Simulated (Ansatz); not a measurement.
## ReSe (built on the sites of a database entry of MnS): Grüneisen parameters

Aim: how the phonons of ReSe (built on the sites of a database entry of MnS) shift with volume, and the thermal expansion that follows.

Calculated with Ansatz 0.2.0; DFT r2SCAN, scalar-relativistic, plane waves, PAW.

This is a report of a sequence of runs, with most program output left out.

The structure was built from a prototype and need not be the compound's stable phase.

## 1. The structure

Symmetry: F-43m, No. 216, cubic system. Conventional cell: a = 5.511 Å, b = 5.511 Å, c = 5.511 Å, α = 90.00°, β = 90.00°, γ = 90.00°. Re has 4 Se at 2.39 Å nearest. Se has 4 Re at 2.39 Å nearest. Farther neighbours and most contacts between anions are not listed.

## 2. The dispersion

The cell comes from relaxations at this level that are not shown. Stability and thermal properties need the whole zone. Linear response on a 2×2×2 q mesh gives force constants as far as a supercell of that size would.

The input, input.yaml:

```yaml
crystal:
  lattice:
    - [0.0, 2.7557491343, 2.7557491343]
    - [2.7557491343, 0.0, 2.7557491343]
    - [2.7557491343, 2.7557491343, 0.0]
  atoms:
    - { symbol: Re, position: [0.0, 0.0, 0.0] }
    - { symbol: Se, position: [0.25, 0.25, 0.25] }
kpoints:
  mp_grid: { grid: [12, 12, 12] }
hamiltonian:
  xc: r2scan
scf:
  occupations: { method: methfessel_paxton, width: 0.15 }
output:
  eigenvalues: true
phonons:
  method: dfpt
  qmesh: [2, 2, 2]
  temperatures: { t_max: 1000, t_step: 50 }
  qpath:
    path:
      - [[0.0, 0.0, 0.0], [-0.5, -0.5, 0.0], [-0.375, -0.375, 0.25]]
      - [[-0.375, 0.0, 0.375], [0.0, 0.0, 0.0], [0.0, 0.0, 0.5], [-0.5, -0.25, 0.25], [-0.5, -0.5, 0.0]]
    npoints: 10
```

Run with:

```console
$ ansatz run input.yaml --threads 4 --pin off --max-ram 7168MiB --backend cpu --events-out ev --progress --plain --runs-dir out
```

The job ended after 4.9 min (4 threads of Arm Neoverse V2, shared host; peak memory 2 GiB; 19 min of CPU time).

This step gave:

| Property | Result |
| --- | --- |
| volume per atom | 20.93 Å³ |
| gap on the k-mesh | 0 eV |
| sum-rule residual before enforcement | 4.36e-5 eV/Å² |
| lowest frequency on the path | 0 cm⁻¹ |
| point group | -43m |
| highest frequency on the path or at a solved wavevector | 288.1 cm⁻¹ |
| mean frequency | 166.9 cm⁻¹ |
| Debye temperature (second moment) | 369 K |
| logarithmic mean frequency | 115.3 cm⁻¹ |
| highest optical mode at the zone centre (no LO-TO term) | 288.1 cm⁻¹ |
| lowest optical zone-centre mode | 288.1 cm⁻¹ |
| lowest mode on the q mesh (acoustic modes at Γ apart) | 20.73 cm⁻¹ |
| zero-point energy per atom | 31.04 meV |
| heat capacity at 300 K | 23.20 J/(mol atoms K) |
| vibrational entropy at 300 K | 40.63 J/(mol atoms K) |
| edges of the widest gap between branches, on path and mesh | 153.7, 238 cm⁻¹ |

Frequencies (cm⁻¹) solved at each irreducible wavevector; negative means imaginary. Frequencies by wavevector, by row:

```csv
q in reciprocal lattice units,star,mode 1,mode 2,mode 3,mode 4,mode 5,mode 6
0 0 0,1,0,0,0,288.1,288.1,288.1
0 0 -0.5,4,20.7,20.7,134.5,257.8,275.5,275.5
0 -0.5 -0.5,3,38.1,38.1,153.7,256.9,262.7,262.7
```

Symmetry leaves 3 wavevectors to solve. The lowest mode among them, the acoustic zeros apart, lies at q = (0, 0, -0.5) and is real, 20.7 cm⁻¹.

## 3. Relaxing at another volume, volume ratio 0.97

The volume is scaled by 0.97 and held; symmetry leaves nothing to relax, so this is a single point. The modes can then be followed against volume.

input.yaml, the sections that differ from step 2:

```yaml
crystal:
  lattice:
    - [0.0, 2.7279113812, 2.7279113812]
    - [2.7279113812, 0.0, 2.7279113812]
    - [2.7279113812, 2.7279113812, 0.0]
  atoms:
    - { symbol: Re, position: [0.0, 0.0, 0.0] }
    - { symbol: Se, position: [0.25, 0.25, 0.25] }
output:
  forces: true
  stress: true
  eigenvalues: true
# kpoints, hamiltonian, scf: as in step 2
# phonons: removed
```

The job ended after 3 s (4 threads; peak memory 0.52 GiB; 11 s of CPU time).

Numbers from this step:

```
pressure        : 4.906 GPa
volume per atom : 20.30 Å³
```

The run ends at a pressure of 4.91 GPa.

## 4. Phonons at the other volume, volume ratio 0.97

The phonons are repeated at this volume on the same k and q meshes.

input.yaml, the sections that differ from step 3:

```yaml
output:
  eigenvalues: true
phonons:
  method: dfpt
  qmesh: [2, 2, 2]
  temperatures: { t_max: 1000, t_step: 50 }
  qpath:
    path:
      - [[0.0, 0.0, 0.0], [-0.5, -0.5, 0.0], [-0.375, -0.375, 0.25]]
      - [[-0.375, 0.0, 0.375], [0.0, 0.0, 0.0], [0.0, 0.0, 0.5], [-0.5, -0.25, 0.25], [-0.5, -0.5, 0.0]]
    npoints: 10
# crystal, kpoints, hamiltonian, scf: as in step 3
```

Run time: 4.7 min. Hardware: 4 threads; peak memory 2 GiB; 19 min of CPU time.

This step gave:

* sum-rule residual before enforcement: 7.31e-5 eV/Å²
* lowest frequency on the path: -12.98 cm⁻¹
* highest frequency on the path or at a solved wavevector: 302.6 cm⁻¹
* highest optical mode at the zone centre (no LO-TO term): 302.6 cm⁻¹
* lowest optical zone-centre mode: 302.6 cm⁻¹
* lowest mode on the q mesh (acoustic modes at Γ apart): -12.98 cm⁻¹

Frequencies (cm⁻¹) solved at each irreducible wavevector; negative means imaginary. Frequencies by wavevector, by row:

```csv
q in reciprocal lattice units,star,mode 1,mode 2,mode 3,mode 4,mode 5,mode 6
0 0 0,1,0,0,0,302.6,302.6,302.6
0 0 -0.5,4,-13,-13,137.7,271.7,290.6,290.6
0 -0.5 -0.5,3,16.3,16.3,161.5,269.1,279.3,279.3
```

The highest optical mode at the zone centre (no LO-TO term) is 302.6 cm⁻¹, +14.4 cm⁻¹ against the base run.

## 5. Relaxing at another volume, volume ratio 1.03

The volume is scaled by 1.03 and held; symmetry leaves nothing to relax, so this is a single point. The modes can then be followed against volume.

input.yaml, the sections that differ from step 4:

```yaml
crystal:
  lattice:
    - [0.0, 2.7830355538, 2.7830355538]
    - [2.7830355538, 0.0, 2.7830355538]
    - [2.7830355538, 2.7830355538, 0.0]
  atoms:
    - { symbol: Re, position: [0.0, 0.0, 0.0] }
    - { symbol: Se, position: [0.25, 0.25, 0.25] }
output:
  forces: true
  stress: true
  eigenvalues: true
# kpoints, hamiltonian, scf: as in step 4
# phonons: removed
```

Run time: 3.5 s. Hardware: 4 threads; peak memory 0.53 GiB.

This step gave:

* pressure: -4.117 GPa
* volume per atom: 21.56 Å³

The run ends at a pressure of -4.12 GPa.

## 6. Phonons at the other volume, volume ratio 1.03

input.yaml, the sections that differ from step 5:

```yaml
output:
  eigenvalues: true
phonons:
  method: dfpt
  qmesh: [2, 2, 2]
  temperatures: { t_max: 1000, t_step: 50 }
  qpath:
    path:
      - [[0.0, 0.0, 0.0], [-0.5, -0.5, 0.0], [-0.375, -0.375, 0.25]]
      - [[-0.375, 0.0, 0.375], [0.0, 0.0, 0.0], [0.0, 0.0, 0.5], [-0.5, -0.25, 0.25], [-0.5, -0.5, 0.0]]
    npoints: 10
# crystal, kpoints, hamiltonian, scf: as in step 5
```

Run time: 4.8 min. Hardware: 4 threads; peak memory 2.1 GiB.

Numbers from this step:

```
sum-rule residual before enforcement                       : 3.84e-5 eV/Å²
lowest frequency on the path                               : 0 cm⁻¹
highest frequency on the path or at a solved wavevector    : 274.4 cm⁻¹
mean frequency                                             : 161.9 cm⁻¹
Debye temperature (second moment)                          : 351 K
logarithmic mean frequency                                 : 121.3 cm⁻¹
highest optical mode at the zone centre (no LO-TO term)    : 274.4 cm⁻¹
lowest optical zone-centre mode                            : 274.4 cm⁻¹
lowest mode on the q mesh (acoustic modes at Γ apart)      : 30.83 cm⁻¹
zero-point energy per atom                                 : 30.11 meV
heat capacity at 300 K                                     : 23.35 J/(mol atoms K)
vibrational entropy at 300 K                               : 39.29 J/(mol atoms K)
edges of the widest gap between branches, on path and mesh : 146.4, 226.8 cm⁻¹
```

The highest optical mode at the zone centre (no LO-TO term) is 274.4 cm⁻¹, -13.7 cm⁻¹ against the base run.

## 7. Grüneisen parameters

The Grüneisen parameter of a mode is minus the logarithmic change of its frequency with volume, −d ln ω / d ln V; weighted by heat capacity it gives the expansion.

This step gave:

```yaml
bulk_modulus: 150.3 GPa
```

The phonon branches at the labelled points (cm⁻¹):

```csv
point,branch 1,branch 2,branch 3,branch 4,branch 5,branch 6
Γ,0,0,0,288,288,288
halfway,25,25,102,276,276,276
X,38,38,154,257,263,263
halfway,37,46,154,249,264,269
U,33,58,152,242,266,274
jump to K,33,58,152,242,266,274
halfway,15,37,104,267,280,280
Γ,0,0,0,288,288,288
halfway,14,14,90,275,282,282
L,21,21,134,258,276,276
halfway,27,54,142,247,270,277
W,34,64,154,238,264,276
halfway,36,52,154,245,263,272
X,38,38,154,257,263,263
```

The same for volume x 0.97:

```csv
point,branch 1,branch 2,branch 3,branch 4,branch 5,branch 6
Γ,0,0,0,303,303,303
X,16,16,162,269,279,279
U,9,47,159,254,282,290
K,9,47,159,254,282,290
Γ,0,0,0,303,303,303
L,-13,-13,138,272,291,291
W,-12,56,162,250,280,292
X,16,16,162,269,279,279
```

The same for volume x 1.03:

```csv
point,branch 1,branch 2,branch 3,branch 4,branch 5,branch 6
Γ,0,0,0,274,274,274
X,50,50,146,245,247,247
U,44,66,144,230,251,258
K,44,66,144,230,251,258
Γ,0,0,0,274,274,274
L,31,31,131,245,261,261
W,48,70,146,227,248,261
X,50,50,146,245,247,247
```

## 8. Outcome

| Property | Result |
| --- | --- |
| bulk modulus | 150 GPa |

In words: No expansion is given, because modes are imaginary at one volume or more. The highest optical mode at Γ goes from 303 to 274 cm⁻¹ as the cell grows, a Grüneisen parameter of 1.63. Branches are matched by rank, so values near crossings are rough. The q mesh stands for a supercell only 7.8 Å across, so branches between the solved wavevectors are rough. With no gap, or one that is small against the smearing, the frequencies hang on the k mesh and the smearing, most of all near Kohn anomalies. The phonon runs are without spin polarisation, although the cell has an odd electron count. Spin-orbit coupling is left out, which can matter for the heavy elements here. The starting cell was built on a prototype and not taken from a measurement, so the phase need not exist.

[Logs are printed without paths, hosts, clocks, repeated set-up lines and the standing remarks that a program may print on its own settings, such as how far it seeks lower states.]

[Hosts, paths, dates, database ids (printed as entryN), source tags and the programs' standing remarks are cut or masked in the printed files.]
